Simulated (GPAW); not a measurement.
## Y L₃ ELNES/XANES of Y (P6_3/mmc) from DFT

Aim: the dependence of the Y L₃ near-edge features of Y (P6_3/mmc) on volume.

Main program and level: GPAW 26.7.0; X-ray absorption from dipole matrix elements to empty bands, plane-wave PAW revPBE.

## (1) Starting point

The structure is hexagonal, space group P6_3/mmc (No. 194). The conventional cell has a = 3.647 Å, b = 3.647 Å, c = 5.731 Å, α = 90.00°, β = 90.00°, γ = 120.00°. Nearest to Y lie 12 Y at 3.56 to 3.65 Å.

Structure file:

```cif
data_structure
_symmetry_space_group_name_H-M 'P6_3/mmc'
_symmetry_Int_Tables_number 194
_cell_length_a 3.6474
_cell_length_b 3.6474
_cell_length_c 5.7306
_cell_angle_alpha 90.000
_cell_angle_beta 90.000
_cell_angle_gamma 120.000
_cell_volume 66.02
loop_
_atom_site_label
_atom_site_type_symbol
_atom_site_symmetry_multiplicity
_atom_site_Wyckoff_symbol
_atom_site_fract_x
_atom_site_fract_y
_atom_site_fract_z
_atom_site_occupancy
Y1 Y 2 c 0.66667 0.33333 0.75000 1
```

## (2) The field without a hole

A plain self-consistent run shows whether there is a gap, which decides the set-up of the core-hole run.

Contents of scf.py:

```python
import numpy as np
from ase import Atoms
from ase.parallel import parprint, paropen
from gpaw import GPAW, PW, FermiDirac, Mixer, MixerDif, setup_paths
from gpaw.test import gen
setup_paths.insert(0, '.')
gen('Y', name='nch2p', xcname='revPBE', corehole=(2, 1, 0), write_xml=True)
from gpaw.mpi import world
world.barrier()

atoms = Atoms('Y2',
    cell=[[3.6474, 0, 0],
     [-1.8237, 3.15874106, 0],
     [0, 0, 5.7306]],
    scaled_positions=[[0.66666667, 0.33333333, 0.75],
     [0.33333333, 0.66666667, 0.25]],
    pbc=True)
atoms.calc = calc = GPAW(legacy_gpaw=True, mode=PW(430), xc='revPBE', setups={0: 'nch2p'},
    kpts={'size': (8, 8, 5), 'gamma': True}, occupations=FermiDirac(0.05),
    charge=0, mixer=Mixer(0.1, 5, 50), maxiter=150,
    convergence={'density': 0.0001}, txt='scf.txt')
energy = atoms.get_potential_energy() + calc.get_reference_energy()
ef = calc.get_fermi_level()
out = dict(energy=energy, fermi=ef, forces=atoms.get_forces().tolist())
parprint(f'all-electron energy {energy:.4f} eV, Fermi level {ef:.4f} eV')
ev = np.array([[calc.get_eigenvalues(k, s) for k in range(len(calc.get_ibz_k_points()))] for s in range(calc.get_number_of_spins())])
out['homo'], out['lumo'], out['counts'] = ev[ev < ef].max(), ev[ev > ef].min(), sorted(set((ev < ef).sum((0, 2)).tolist()))
out['filled'] = (ev[:, 0] < ef).sum(1).tolist()
import json
with paropen('out.json', 'w') as f:
    json.dump(out, f)
```

Launch:

```sh
$ OMP_NUM_THREADS=1 mpirun -n 2 gpaw python scf.py
```

Numbers of over 12 decimals in the logs are rounded to 6 here.

What it wrote:

```text
Input parameters:
  convergence: {density: 0.0001}
  kpts: {gamma: True,
         size: (8, 8, 5)}
  maxiter: 150
  mixer: {backend: pulay,
          beta: 0.1,
          method: separate,
          nmaxold: 5,
          weight: 50}
  mode: {ecut: 430.0,
         name: pw}
  occupations: {fixmagmom: False,
                name: fermi-dirac,
                width: 0.05}
  setups: {0: nch2p}
  xc: revPBE

Initialize ...

[... PAW data sets ...]

Reference energy: -184192.952636  # eV

Spin-paired calculation

[... convergence settings ...]
Symmetries present (total): 2
  [... symmetry matrices ...]

320 k-points: 8 x 8 x 5 Monkhorst-Pack grid + [1/16,1/16,0.000000]
93 k-points in the irreducible part of the Brillouin zone
       k-points in crystal coordinates                weights
   0:     0.00000000    0.00000000    0.00000000          1/320
   1:     0.00000000    0.00000000    0.20000000          2/320
   2:     0.00000000    0.00000000    0.40000000          2/320
   3:     0.00000000    0.12500000   -0.40000000          2/320
   4:     0.00000000    0.12500000   -0.20000000          2/320
   5:     0.00000000    0.12500000    0.00000000          2/320
   6:     0.00000000    0.12500000    0.20000000          2/320
   7:     0.00000000    0.12500000    0.40000000          2/320
   8:     0.00000000    0.25000000   -0.40000000          2/320
   9:     0.00000000    0.25000000   -0.20000000          2/320
          ...
  92:     0.50000000    0.50000000    0.40000000          4/320

Wave functions: Plane wave expansion
  Cutoff energy: 430.000 eV
  Number of coefficients (min, max): 1320, 1351
  Pulay-stress correction: 0.000000 eV/Ang^3 (de/decut=0.000000)
  Using FFTW library
  Wavefunction extrapolation:
    Improved wavefunction reuse through dual PAW basis

Occupation numbers: Fermi-Dirac:
  width: 0.0500  # eV

Eigensolver
   Davidson(niter=2)

Densities:
  Coarse grid: 18*18*28 grid
  Fine grid: 36*36*56 grid
  Total Charge: 0.000000

Density mixing:
  Method: separate
  Backend: pulay
  Linear mixing parameter: 0.1
  old densities: 5
  Width of damping distribution: 1.1
  Damping of long wavelength oscillations: 50

[... Hamiltonian set-up ...]
Number of atoms: 2
Number of atomic orbitals: 26
Number of bands in calculation: 18
Number of valence electrons: 22
Bands to converge: occupied

... initialized

Initializing position-dependent things.

Density initialized from atomic densities
Creating initial wave functions:
  18 bands from LCAO basis set

           Y

        Y

Atomic positions and initial magnetic moments

Positions:
   0 Y      1.823700    1.052914    4.297950    ( 0.0000,  0.0000,  0.0000)
   1 Y     -0.000000    2.105827    1.432650    ( 0.0000,  0.0000,  0.0000)

Unit cell:
           periodic     x           y           z      points  spacing
  1. axis:    yes    3.647400    0.000000    0.000000    18     0.1755
  2. axis:    yes   -1.823700    3.158741    0.000000    18     0.1755
  3. axis:    yes    0.000000    0.000000    5.730600    28     0.2047

  Lengths:   3.647400   3.647400   5.730600
  Angles:   90.000000  90.000000 120.000000

Effective grid spacing dv^(1/3) = 0.1938

iter:   1    -8.978076
iter:   2    -8.942475   -1.92  -1.46
iter:   3    -8.874768   -1.22  -1.51
iter:   4    -8.865717   -2.56  -2.15
iter:   5    -8.951938   -1.93  -2.16
iter:   6    -8.855887   -1.69  -1.88
iter:   7    -8.854631   -3.24  -2.75
iter:   8    -8.854474c  -4.44  -2.81
iter:   9    -8.854618c  -4.61  -3.44
iter:  10    -8.854542c  -5.88  -3.05
iter:  11    -8.854465c  -4.65  -3.23
iter:  12    -8.854464c  -6.19  -4.22c
iter:  13    -8.854465c  -7.65c -4.68c

Converged after 13 iterations.

Dipole moment: (-0.000000, 0.000000, -0.000000) |e|*Ang

Energy contributions relative to reference atoms: (reference = -184192.952636)

Kinetic:         +2.660838
Potential:       -1.250794
External:        +0.000000
XC:              -9.860844
Entropy (-ST):   -0.040318
Local:           -0.383505
SIC:             +0.000000
--------------------------
Free energy:     -8.874624
Extrapolated:    -8.854465

Showing only first 2 kpts
 Kpt  Band  Eigenvalues  Occupancy
  0     9      4.63187    2.00000
  0    10      7.27262    0.00000
  0    11      8.22264    0.00000
  0    12      8.22264    0.00000

  1     9      4.41801    2.00000
  1    10      7.11630    0.00000
  1    11      8.10991    0.00000
  1    12      8.10991    0.00000

Fermi level: 6.44496

No gap
No difference between direct/indirect transitions

Forces in eV/Ang:
  0 Y     0.00000    0.00000   -0.00000
  1 Y     0.00000   -0.00000    0.00000
Scalar-relativistic atomic revPBE calculation for Y (Yttrium, Z=39)
Core hole in 2p state (2p occupation: 6.0)
750 radial gridpoints.
|------------------------------------------------|
|------------------------------------------------|
[... the atom generator's iteration count ...]

Energy contributions:
-------------------------
Kinetic:    +3473.843170
XC:          -109.519537
Potential:  -6748.806760
-------------------------
Total:      -3384.483127

state      eigenvalue         ekin         rmax
-----------------------------------------------
1s^2.0 :  -619.505286   787.402786        0.025
2s^2.0 :   -84.914438   157.313089        0.141
2p^6.0 :   -75.623475   152.031376        0.113
3s^2.0 :   -13.557581    39.924505        0.422
3p^6.0 :   -10.537310    36.707369        0.416
3d^10.0:    -5.556069    31.543137        0.362
4s^2.0 :    -1.763233     7.912082        1.132
4p^6.0 :    -1.026412     6.156024        1.248
4d^1.0 :    -0.091308     2.163606        1.772
5s^2.0 :    -0.149326     0.887327        3.398
5p^0.0 :    -0.052647     0.459324        4.392
-----------------------------------------------
(units: Bohr and Hartree)

Generating PAW setup
Kinetic energy of the core from tauc = 3474.405827
Cutoffs:
rc(s)=2.510
rc(p)=2.490
rc(d)=2.430
rc(vbar)=2.450
rc(comp)=2.410
rc(nct)=2.510

Kinetic energy of the core states: 3417.144601
Charge: 0.0
Core electrons: 28.0
Valence electrons: 11.0
Pseudo-core charge: 0.003780
Shape function alpha=1.722
Pseudo-electron charge 7.481071
state    eigenvalue         norm
--------------------------------
4s(2) :    -1.763233     0.690439
5s(2) :    -0.149326     0.973503
4p(6) :    -1.026412     0.547630
5p(0) :    -0.052647     0.978309
4d(1) :    -0.091308     0.863629
*d    :     0.908692
--------------------------------

Diagonalizing with gridspacing h=0.050

state   all-electron     PAW
-------------------------------
4s:      -1.763233    -1.763694
4p:      -1.026412    -1.027084
4d:      -0.091308    -0.091646
*f:                    0.055160
-------------------------------
all-electron energy -184201.8071 eV, Fermi level 6.4450 eV
```

The job ended after 19 s (2 MPI ranks of Arm Neoverse V2, shared host; peak memory 0.2 GiB; 37 s of CPU time).

The mesh shows no gap, so the system is treated as a metal and the core electron is put at the Fermi level (neutral cell).

## (3) Supercell without a hole, the energy reference

The photon energy needs a difference of total energies, so the cell and mesh of the coming hole run are first run without a hole.

scf.py, as its differences from that of step 2:

```diff
@@ -10,11 +10,15 @@
 
-atoms = Atoms('Y2',
-    cell=[[3.6474, 0, 0],
-     [-1.8237, 3.15874106, 0],
-     [0, 0, 5.7306]],
-    scaled_positions=[[0.66666667, 0.33333333, 0.75],
-     [0.33333333, 0.66666667, 0.25]],
+atoms = Atoms('Y6',
+    cell=[[-5.4711, 3.15874106, 0],
+     [-5.4711, -3.15874106, 0],
+     [3.6474, 0, 5.7306]],
+    scaled_positions=[[0.25, 0.91666667, 0.75],
+     [0.58333333, 0.25, 0.75],
+     [0.91666667, 0.58333333, 0.75],
+     [0.41666667, 0.75, 0.25],
+     [0.75, 0.08333333, 0.25],
+     [0.08333333, 0.41666667, 0.25]],
     pbc=True)
 atoms.calc = calc = GPAW(legacy_gpaw=True, mode=PW(430), xc='revPBE', setups={0: 'nch2p'},
-    kpts={'size': (8, 8, 5), 'gamma': True}, occupations=FermiDirac(0.05),
+    kpts={'size': (3, 3, 3), 'gamma': True}, occupations=FermiDirac(0.1),
     charge=0, mixer=Mixer(0.1, 5, 50), maxiter=150,
```

What it wrote:

```text
Input parameters:
  convergence: {density: 0.0001}
  kpts: {gamma: True,
         size: (3, 3, 3)}
  maxiter: 150
  mixer: {backend: pulay,
          beta: 0.1,
          method: separate,
          nmaxold: 5,
          weight: 50}
  mode: {ecut: 430.0,
         name: pw}
  occupations: {fixmagmom: False,
                name: fermi-dirac,
                width: 0.1}
  setups: {0: nch2p}
  xc: revPBE

Initialize ...

[...]
5s(2) :    -0.149326     0.973503
4p(6) :    -1.026412     0.547630
5p(0) :    -0.052647     0.978309
4d(1) :    -0.091308     0.863629
*d    :     0.908692
--------------------------------

Diagonalizing with gridspacing h=0.050

state   all-electron     PAW
-------------------------------
4s:      -1.763233    -1.763694
4p:      -1.026412    -1.027084
4d:      -0.091308    -0.091646
*f:                    0.055160
-------------------------------
all-electron energy -552605.4963 eV, Fermi level 6.4244 eV
[key lines of the parts left out:]
Converged after 13 iterations.
Dipole moment: (0.000000, 0.000000, -0.000000) |e|*Ang
Free energy:    -26.808424
Fermi level: 6.42439
```

It took 24 s on 2 MPI ranks; peak memory 0.27 GiB.

Reference energy: -552605.496 eV with the cores included.

(Part 1 of 3 ends here.)

[Banner, clock and machine lines of the logs are left out without a mark of their own.]

[Logs are printed without paths, hosts, clocks, repeated set-up lines and the standing remarks that a program may print on its own settings, such as how far it seeks lower states.]

[Hosts, paths, dates, database ids (printed as entryN), source tags and the programs' standing remarks are cut or masked in the printed files.]

[Lists of maxima count a maximum above −3 eV only where it reaches 4 % of the highest in the window and stands out from its surroundings by 2 % of it (1.5 % where it reaches 55 %); shoulders and weaker maxima are passed over, and of the rest the first, up to two pre-edge ones and the few strongest are named.]
